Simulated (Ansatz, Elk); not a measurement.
# How far do independent atoms describe Be3N?

The structure of Be3N used here is made up (a known structure type with other elements) and was relaxed beforehand with PBEsol. The aim is the Fourier transform of its all-electron density, F(hkl), set beside the sum over free spherical atoms that refinements use.

Method: DFT, PBE, all-electron APW+lo, Dirac cores, scalar-relativistic bands, static density, no spin, in Elk 11.2.3 (patched build).

The structure was built from a prototype and need not be the compound's stable phase.

**1. Starting point**

The structure is trigonal, space group R-3c (No. 167). The conventional cell has a = 4.213 Å, b = 4.213 Å, c = 11.832 Å, α = 90.00°, β = 90.00°, γ = 120.00°. Nearest to N lie 6 Be at 1.73 Å. Nearest to Be lie 2 N at 1.73 Å. Farther neighbours and most contacts between anions are not listed.

Coordinates:

```cif
data_structure
_symmetry_space_group_name_H-M 'P 1'
_symmetry_Int_Tables_number 1
_cell_length_a 4.6336
_cell_length_b 4.6336
_cell_length_c 4.6336
_cell_angle_alpha 54.081
_cell_angle_beta 54.081
_cell_angle_gamma 54.081
_cell_volume 60.62
loop_
_atom_site_label
_atom_site_type_symbol
_atom_site_fract_x
_atom_site_fract_y
_atom_site_fract_z
_atom_site_occupancy
N1 N 0.50000 0.50000 0.50000 1
N2 N 0.00000 0.00000 0.00000 1
Be3 Be 0.07569 0.75000 0.42431 1
Be4 Be 0.75000 0.42431 0.07569 1
Be5 Be 0.42431 0.07569 0.75000 1
Be6 Be 0.92431 0.25000 0.57569 1
Be7 Be 0.25000 0.57569 0.92431 1
Be8 Be 0.57569 0.92431 0.25000 1
```

**2. Ground state and structure factors**

An all-electron density is needed, since X-rays see the cores too. Task 0 finds the density and task 195 Fourier-transforms it; tshift is off so that phases refer to the origin typed.

Input file elk.in:

```
tasks
  0
  195

xctype
  20

spinpol
  .false.

rgkmax
  7.0

gmaxvr
  14.0

lmaxo
  7

lmaxapw
  8

swidth
  0.002

tshift
  .false.

ramdisk
  .false.

hmaxvr
  5.5

maxscl
  120

epspot
  1e-06

sppath
  './'

avec
  3.98075481385 2.29828986366 7.45277361224
  -3.98075481385 2.29828986366 7.45277361224
  -0.00000000000 -4.59657972641 7.45277361252

atoms
  2
  'N.in'
  2
  0.5000000000 0.5000000000 0.5000000000   0.000000 0.000000 0.000000
  0.0000000000 -0.0000000000 -0.0000000000   0.000000 0.000000 0.000000
  'Be.in'
  6
  0.0756891400 0.7500000000 0.4243108600   0.000000 0.000000 0.000000
  0.7500000000 0.4243108600 0.0756891400   0.000000 0.000000 0.000000
  0.4243108600 0.0756891400 0.7500000000   0.000000 0.000000 0.000000
  0.9243108600 0.2500000000 0.5756891400   0.000000 0.000000 0.000000
  0.2500000000 0.5756891400 0.9243108600   0.000000 0.000000 0.000000
  0.5756891400 0.9243108600 0.2500000000   0.000000 0.000000 0.000000

ngridk
  7 7 7
```

Run with:

```bash
$ OMP_NUM_THREADS=4 elk
```

Numbers of over 12 decimals in the logs are rounded to 6 here.

The program printed:

```text
┌─────────────────────────┐
│ Elk code version 11.2.3 │
└─────────────────────────┘

All units are atomic (Hartree, Bohr, etc.)

┌─────────────────────────────────────────────────┐
│ Ground-state run starting from atomic densities │
└─────────────────────────────────────────────────┘

Lattice vectors :
   3.980754814       2.298289864       7.452773612
  -3.980754814       2.298289864       7.452773612
  -0.000000000      -4.596579726       7.452773613

Reciprocal lattice vectors :
  0.7891952156      0.4556420702      0.2810222356
 -0.7891952156      0.4556420702      0.2810222356
  0.1124210951E-16 -0.9112841403      0.2810222357

Unit cell volume      :    409.1093546
Brillouin zone volume :   0.6063176279

Muffin-tin inner radius fraction :   0.1000000000E-01

Nuclei treated as point charges

Species : 1 (N)
 parameters loaded from : N.in
 name : nitrogen
 nuclear charge    :   -7.000000000
 electronic charge :    7.000000000
 atomic mass :    25532.65216
 muffin-tin radius :    1.608979237
 number of radial points in muffin-tin :    593
 inner part over the whole radius :   0.9781610890E-02
 number on inner part of muffin-tin    :    405
 approximate nuclear radius :   0.4939692610E-04
 number of mesh points to nuclear radius :    171
 atomic positions (lattice), magnetic fields (Cartesian) :
  1 :   0.50000000  0.50000000  0.50000000    0.00000000  0.00000000  0.00000000
  2 :   0.00000000  0.00000000  0.00000000    0.00000000  0.00000000  0.00000000

Species : 2 (Be)
 parameters loaded from : Be.in
 name : beryllium
 nuclear charge    :   -4.000000000
 electronic charge :    4.000000000
 atomic mass :    16428.20280
 muffin-tin radius :    1.608979237
 number of radial points in muffin-tin :    593
 inner part over the whole radius :   0.9943717100E-02
 number on inner part of muffin-tin    :    402
 approximate nuclear radius :   0.4290726161E-04
 number of mesh points to nuclear radius :    157
 atomic positions (lattice), magnetic fields (Cartesian) :
  1 :   0.07568914 -0.25000000  0.42431086    0.00000000  0.00000000  0.00000000
  2 :  -0.25000000  0.42431086  0.07568914    0.00000000  0.00000000  0.00000000
  3 :   0.42431086  0.07568914 -0.25000000    0.00000000  0.00000000  0.00000000
  4 :  -0.07568914  0.25000000 -0.42431086    0.00000000  0.00000000  0.00000000
  5 :   0.25000000 -0.42431086 -0.07568914    0.00000000  0.00000000  0.00000000
  6 :  -0.42431086 -0.07568914  0.25000000    0.00000000  0.00000000  0.00000000

Total number of atoms per unit cell :    8
Total muffin-tin volume :    139.5821604
 ratio of muffin-tin to unit cell volume :   0.3411854529

Spin treatment :
 spin-unpolarised

Number of Bravais lattice symmetries :   12
Number of crystal symmetries         :   12
Crystal has inversion symmetry
Real symmetric eigensolver will be used

k-point grid :      7     7     7
k-point offset :    0.000000000       0.000000000       0.000000000
k-point set is reduced with full crystal symmetry group
Total number of k-points :       44

Muffin-tin radius times maximum |G+k| :    7.000000000
 using average radius
Maximum |G+k| for APW functions       :    4.350584419
Maximum (1/2)|G+k|²                   :    9.463792392
Maximum |G| for potential and density :    14.00000000
Constant for pseudocharge density :    6
 order of it for each species :   13  13
 order of it for pair densities of each species (exact exchange by exxq0 0: 14) :   10  10
Radial integration step length :    1

G-vector grid sizes :     40    40    40
Number of G-vectors :    18999

Maximum angular momentum used for
 APW functions            :    8
 outer part of muffin-tin :    7
 inner part of muffin-tin :    2

Total nuclear charge    :   -38.00000000
Total core charge       :    16.00000000
Total valence charge    :    22.00000000
Total excess charge     :    0.000000000
Total electronic charge :    38.00000000

Effective Wigner radius, rₛ :    1.369795499

Number of empty states         :     32
[...]
Madelung                    :     -241.17384366673
 xc potential                :     -46.567246357228
 exchange                    :     -30.504332166114
 correlation                 :     -1.286623
 electron entropic           :    -0.12776254837138E-02
 total energy                :     -199.17501753034

Density of states at Fermi energy :    101.6230210
 (states/Hartree/unit cell)

Estimated indirect band gap :   0.1672502213E-02
 from k-point 17 to k-point 40
Estimated direct band gap   :   0.5710068587E-02
 at k-point 20

Charges :
 core                        :    16.00000000
 valence                     :    22.00000000
 interstitial                :    9.245484391
 muffin-tins (core leakage)
  species : 1 (N)
[...]
species : 2 (Be)
[...]
total in muffin-tins        :    28.75451561
 total calculated charge     :    37.98085442
 total charge                :    38.00000000
 error                       :   0.1914557596E-01

RMS change in Kohn-Sham potential (target) :    9.831973891     (  0.1000000000E-05)
Absolute change in total energy (target)   :   0.6026246043     (  0.1000000000E-03)

[... loops 3 to 14 left out ...]

┌──────────────────┐
│ Loop number : 15 │
└──────────────────┘

Energies :
 Fermi                       :     0.311158
 sum of occupied eigenvalues :     -94.818885149544
 electron kinetic            :      197.41781496209
 core electron kinetic       :      168.85060848064
 Coulomb                     :     -364.26073517678
 Coulomb potential           :     -252.00289691597
 nuclear-nuclear             :     -67.476238793581
 electron-nuclear            :     -343.55855811231
 Hartree                     :      46.774061729104
 Madelung                    :     -238.25928671880
 xc potential                :     -40.233803195662
 exchange                    :     -30.023680967367
 correlation                 :     -1.301252
 electron entropic           :    -0.10083506167812E-02
 total energy                :     -198.16886196268

Density of states at Fermi energy :    78.85310403
 (states/Hartree/unit cell)

Estimated indirect band gap :   0.1855656014E-02
 from k-point 33 to k-point 12
Estimated direct band gap   :   0.4464568964E-02
 at k-point 20

Charges :
 core                        :    16.00000000
 valence                     :    22.00000000
 interstitial                :    9.922723037
 muffin-tins (core leakage)
  species : 1 (N)
[...]
species : 2 (Be)
[...]
total in muffin-tins        :    28.07727696
 total calculated charge     :    37.98144217
 total charge                :    38.00000000
 error                       :   0.1855783141E-01

RMS change in Kohn-Sham potential (target) :   0.5750668120E-06 (  0.1000000000E-05)
Absolute change in total energy (target)   :   0.6601013098E-05 (  0.1000000000E-03)

Convergence targets achieved

┌──────────────────┐
│ Loop number : 16 │
└──────────────────┘

Energies :
 Fermi                       :     0.311158
 sum of occupied eigenvalues :     -94.818885589948
 electron kinetic            :      197.41781557844
 core electron kinetic       :      168.85060776783
 Coulomb                     :     -364.26073621365
 Coulomb potential           :     -252.00289752800
 nuclear-nuclear             :     -67.476238793581
 electron-nuclear            :     -343.55855956079
 Hartree                     :      46.774062140719
 Madelung                    :     -238.25928744966
 xc potential                :     -40.233803640393
 exchange                    :     -30.023681063884
 correlation                 :     -1.301252
 electron entropic           :    -0.10083508326473E-02
 total energy                :     -198.16886247403

Density of states at Fermi energy :    78.85312831
 (states/Hartree/unit cell)

Estimated indirect band gap :   0.1855656383E-02
 from k-point 33 to k-point 12
Estimated direct band gap   :   0.4464566812E-02
 at k-point 20

Charges :
 core                        :    16.00000000
 valence                     :    22.00000000
 interstitial                :    9.922722974
 muffin-tins (core leakage)
  species : 1 (N)
[...]
species : 2 (Be)
[...]
atom 4                    :    2.623945189     (  0.3082572818E-02)
   atom 5                    :    2.623945189     (  0.3082572818E-02)
   atom 6                    :    2.623945189     (  0.3082572818E-02)
 total in muffin-tins        :    28.07727703
 total calculated charge     :    37.98144217
 total charge                :    38.00000000
 error                       :   0.1855783096E-01

┌──────────────────────────────┐
│ Self-consistent loop stopped │
└──────────────────────────────┘

Warning : core states of species 2 leak from the muffin-tin :   0.3082572818E-02

Wrote STATE.OUT
```

Elapsed: 46 s, on 4 threads of AMD EPYC 7B13 (Zen 3), shared host; peak memory 0.19 GiB.

SFACRHO.OUT:

```text

h k l indices transformed by vhmat matrix:
   1.000000000       0.000000000       0.000000000    
   0.000000000       1.000000000       0.000000000    
   0.000000000       0.000000000       1.000000000    

      h      k      l  multipl.   |H|            Re(F)            Im(F)           |F|

      0      0      0      1   0.0000000       38.000000      0.11878483E-15   38.000000    
      1      1      1      2  0.84306671      0.35512423E-15  0.31936122E-14  0.32132962E-14
      0      0      1      6  0.95363110      0.31016597E-13 -0.17742290E-14  0.31067301E-13
      0     -1     -1      6   1.0706693       10.393071      0.28387664E-14   10.393071    
     -2     -1     -1      6   1.4470711       9.6370720      0.70969160E-15   9.6370720    
      0     -1      1      6   1.5783904       2.9052896     -0.70969160E-15   2.9052896    
      2      2      1      6   1.6747466      0.28637313E-13 -0.60323786E-14  0.29265770E-13
      2      2      2      2   1.6861334      -3.1202701     -0.16014796E-14   3.1202701    
      0     -1     -2      6   1.7894351      -9.2793464     -0.17742290E-14   9.2793464    
      0     -2     -1      6   1.7894351       9.2793464      0.17742290E-15   9.2793464    
     -1      1      1      6   1.8441065     -0.52339756E-12  0.46129954E-14  0.52341788E-12
     -2      0      0      6   1.9072622       7.4680037      0.70969160E-15   7.4680037    
      2      0      2      6   2.1413386       5.5573511     -0.83388763E-14   5.5573511    
      2      2      3      6   2.1679807     -0.37509285E-13  0.53226870E-14  0.37885056E-13
     -1     -3     -1      6   2.3013241      0.10751295E-10  -0.0000000      0.10751295E-10
      1      2      3      6   2.3096238       10.346953     -0.17742290E-14   10.346953    
      2      1      3      6   2.3096238       10.346953     -0.24839206E-14   10.346953    
     -2     -3     -3      6   2.4258488       5.4510872      0.24839206E-14   5.4510872
```

Elk indexes on the primitive cell of elk.in and gives |H| = 4π sin θ/λ in inverse bohr. Below, one row stands for each form hkl of the conventional cell (m members, Friedel mates merged), F is for one primitive cell and the density is static (no thermal factor). Free-atom factors are Waasmaier and Kirfel's, and R is Σm||F|−|F'||/Σm|F|.

```
hkl   m  sin θ/λ (Å⁻¹)  abs F, DFT  neutral atoms   diff.
003   2          0.127       0.000          0.000  +0.000
101   6          0.143       0.000          0.000  +0.000
012   6          0.161      10.393         10.005  +0.388
104   6          0.218       9.637          8.902  +0.735
110   6          0.237       2.905          2.384  +0.522
015   6          0.252       0.000          0.000  +0.000
006   2          0.254       3.120          3.342  -0.222
113  12          0.269       9.279          9.165  +0.114
021   6          0.277       0.000          0.000  +0.000
202   6          0.287       7.468          7.286  +0.182
024   6          0.322       5.557          5.463  +0.094
107   6          0.326       0.000          0.000  +0.000
205   6          0.346       0.000          0.000  +0.000
116  12          0.347      10.347         10.350  -0.003
018   6          0.365       5.451          5.536  -0.085
211  12          0.365       0.665          0.689  -0.024
122  12          0.372       5.234          5.313  -0.079
009   2          0.380       0.000          0.000  +0.000
```

**3. The highest occupied states alone**

An energy window below the Fermi level keeps the highest occupied states, to see at which angles they scatter; shallow core shells can lie inside it and anion s states outside. No new self-consistency is needed.

Changes to elk.in since step 2:

```diff
@@ -1,3 +1,2 @@
 tasks
-  0
   195
@@ -40,2 +39,5 @@
 
+wsfac
+  -0.240080 0.611160
+
 sppath
```

Run with:

```bash
$ OMP_NUM_THREADS=4 elk
```

The program printed:

```text
┌─────────────────────────────────┐
│ Elk code version 11.2.3 started │
└─────────────────────────────────┘

Info(readinput): the functional depends on the density's gradient
 muffin-tin radial points multiplied by    2.00000
 (not where nrmtscf is given)

┌────────────────────┐
│ Current task : 195 │
└────────────────────┘
Info(checkmt): changed muffin-tin radius of species 1 (N) from   1.8000 to   1.6090
Info(checkmt): changed muffin-tin radius of species 2 (Be) from   1.8000 to   1.6090

Info(sfacrho): density structure factors written to SFACRHO.OUT

 Energy window :  -0.2400800000      0.6111600000

┌──────────────────┐
│ Elk code stopped │
└──────────────────┘
```

Run time: 4.8 s. Hardware: 4 threads; peak memory 0.16 GiB.

States within 15 eV below the Fermi level hold 18.00 electrons; any levels below the window count with the cores. Their amplitudes can exceed the total, where window and core parts have opposite phase:

```
hkl  sin θ/λ (Å⁻¹)  abs F, window  abs F, all
003          0.127          0.000       0.000
101          0.143          0.000       0.000
012          0.161          4.429      10.393
104          0.218          3.845       9.637
110          0.237          3.122       2.905
015          0.252          0.000       0.000
006          0.254          2.592       3.120
113          0.269          0.102       9.279
021          0.277          0.000       0.000
202          0.287          2.213       7.468
```

**4. Another functional**

The difference from free atoms is small, so it is set against the change that LDA (Perdew-Wang) makes.

Changes to elk.in since step 3:

```diff
@@ -1,2 +1,3 @@
 tasks
+  0
   195
@@ -4,3 +5,3 @@
 xctype
-  20
+  3
 
@@ -39,5 +40,2 @@
 
-wsfac
-  -0.240080 0.611160
-
 sppath
```

Run with:

```bash
$ OMP_NUM_THREADS=4 elk
```

The program printed:

```text
┌─────────────────────────┐
│ Elk code version 11.2.3 │
└─────────────────────────┘

All units are atomic (Hartree, Bohr, etc.)

┌─────────────────────────────────────────────────┐
│ Ground-state run starting from atomic densities │
└─────────────────────────────────────────────────┘

Lattice vectors :
   3.980754814       2.298289864       7.452773612
  -3.980754814       2.298289864       7.452773612
  -0.000000000      -4.596579726       7.452773613

Reciprocal lattice vectors :
  0.7891952156      0.4556420702      0.2810222356
[...]
muffin-tins (core leakage)
  species : 1 (N)
[...]
species : 2 (Be)
[...]
atom 5                    :    2.633488297     (  0.3349232251E-02)
   atom 6                    :    2.633488297     (  0.3349232251E-02)
 total in muffin-tins        :    28.10371026
 total calculated charge     :    37.97985011
 total charge                :    38.00000000
 error                       :   0.2014988546E-01

┌──────────────────────────────┐
│ Self-consistent loop stopped │
└──────────────────────────────┘

Warning : core states of species 2 leak from the muffin-tin :   0.3349232251E-02

Wrote STATE.OUT
[key lines of the parts left out:]
total energy                :     -196.46494880702
```

Run time: 37 s. Hardware: 4 threads; peak memory 0.17 GiB.

Against the first run R = 0.58 %; the largest change is -0.076 at 600.

**5. Basis size**

A smaller basis shows how fast F responds to it; the change is likely larger than the basis error of the first run, but doesn't show convergence.

Changes to elk.in since step 4:

```diff
@@ -5,3 +5,3 @@
 xctype
-  3
+  20
 
@@ -11,3 +11,3 @@
 rgkmax
-  7.0
+  5.5
```

Run with:

```bash
$ OMP_NUM_THREADS=4 elk
```

The program printed:

```text
┌─────────────────────────┐
│ Elk code version 11.2.3 │
└─────────────────────────┘

All units are atomic (Hartree, Bohr, etc.)

┌─────────────────────────────────────────────────┐
│ Ground-state run starting from atomic densities │
└─────────────────────────────────────────────────┘

Lattice vectors :
   3.980754814       2.298289864       7.452773612
  -3.980754814       2.298289864       7.452773612
  -0.000000000      -4.596579726       7.452773613

Reciprocal lattice vectors :
  0.7891952156      0.4556420702      0.2810222356
[...]
muffin-tins (core leakage)
  species : 1 (N)
[...]
species : 2 (Be)
[...]
atom 5                    :    2.622399138     (  0.3080804700E-02)
   atom 6                    :    2.622399138     (  0.3080804700E-02)
 total in muffin-tins        :    28.03792045
 total calculated charge     :    37.98150194
 total charge                :    38.00000000
 error                       :   0.1849805945E-01

┌──────────────────────────────┐
│ Self-consistent loop stopped │
└──────────────────────────────┘

Warning : core states of species 2 leak from the muffin-tin :   0.3080804700E-02

Wrote STATE.OUT
[key lines of the parts left out:]
total energy                :     -198.15091045838
```

Elapsed: 25 s, on 4 threads; peak memory 0.16 GiB; 76 s of CPU time.

Against the first run R = 0.16 %; the largest change is +0.018 at 0 1 14.

**6. Settings against the effect**

```
              run  R against the first run (%)  R against neutral atoms, low angle (%)  wall time
    PBE, rgkmax 7                         0.00                                    4.26       46 s
LDA (Perdew-Wang)                         0.58                                    4.14       37 s
       rgkmax 5.5                         0.16                                    4.20       25 s
```

**7. What came out**

```json
{"R against neutral atoms, sin θ/λ < 0.3 Å⁻¹": "4.26 %", "R against neutral atoms, 0.3 to 0.82 Å⁻¹": "1.39 %"}
```

In words: Independent neutral atoms miss the calculated amplitudes by R = 4.26 % below 0.3 Å⁻¹ and 1.39 % from there to 0.82 Å⁻¹; by shells, 4.26 % 0.15 to 0.3 (6 forms), 1.08 % 0.3 to 0.45 (11 forms), 1.47 % above 0.45 (78 forms). Bonding, aspherical density and the tables' own atoms all enter these figures, and the runs don't part them. The largest change of an amplitude is +0.74 electrons, at 104. The window's part falls from 18.0 electrons at the origin to at most 0.41 between 0.45 and 0.82 Å⁻¹. Below 0.3 Å⁻¹ the changes that finished (LDA (Perdew-Wang) and rgkmax 5.5) move F by R = 0.16 % at most, against the 4.26 % that separates it from free atoms. The k-mesh has no finished test. Part of the difference isn't bonding: the tables are fits to free atoms and ions calculated by other methods than this functional. Thermal motion, anomalous dispersion and extinction are left out.

[Logs are printed without paths, hosts, clocks, repeated set-up lines and the standing remarks that a program may print on its own settings, such as how far it seeks lower states.]

[Hosts, paths, dates, database ids (printed as entryN), source tags and the programs' standing remarks are cut or masked in the printed files.]
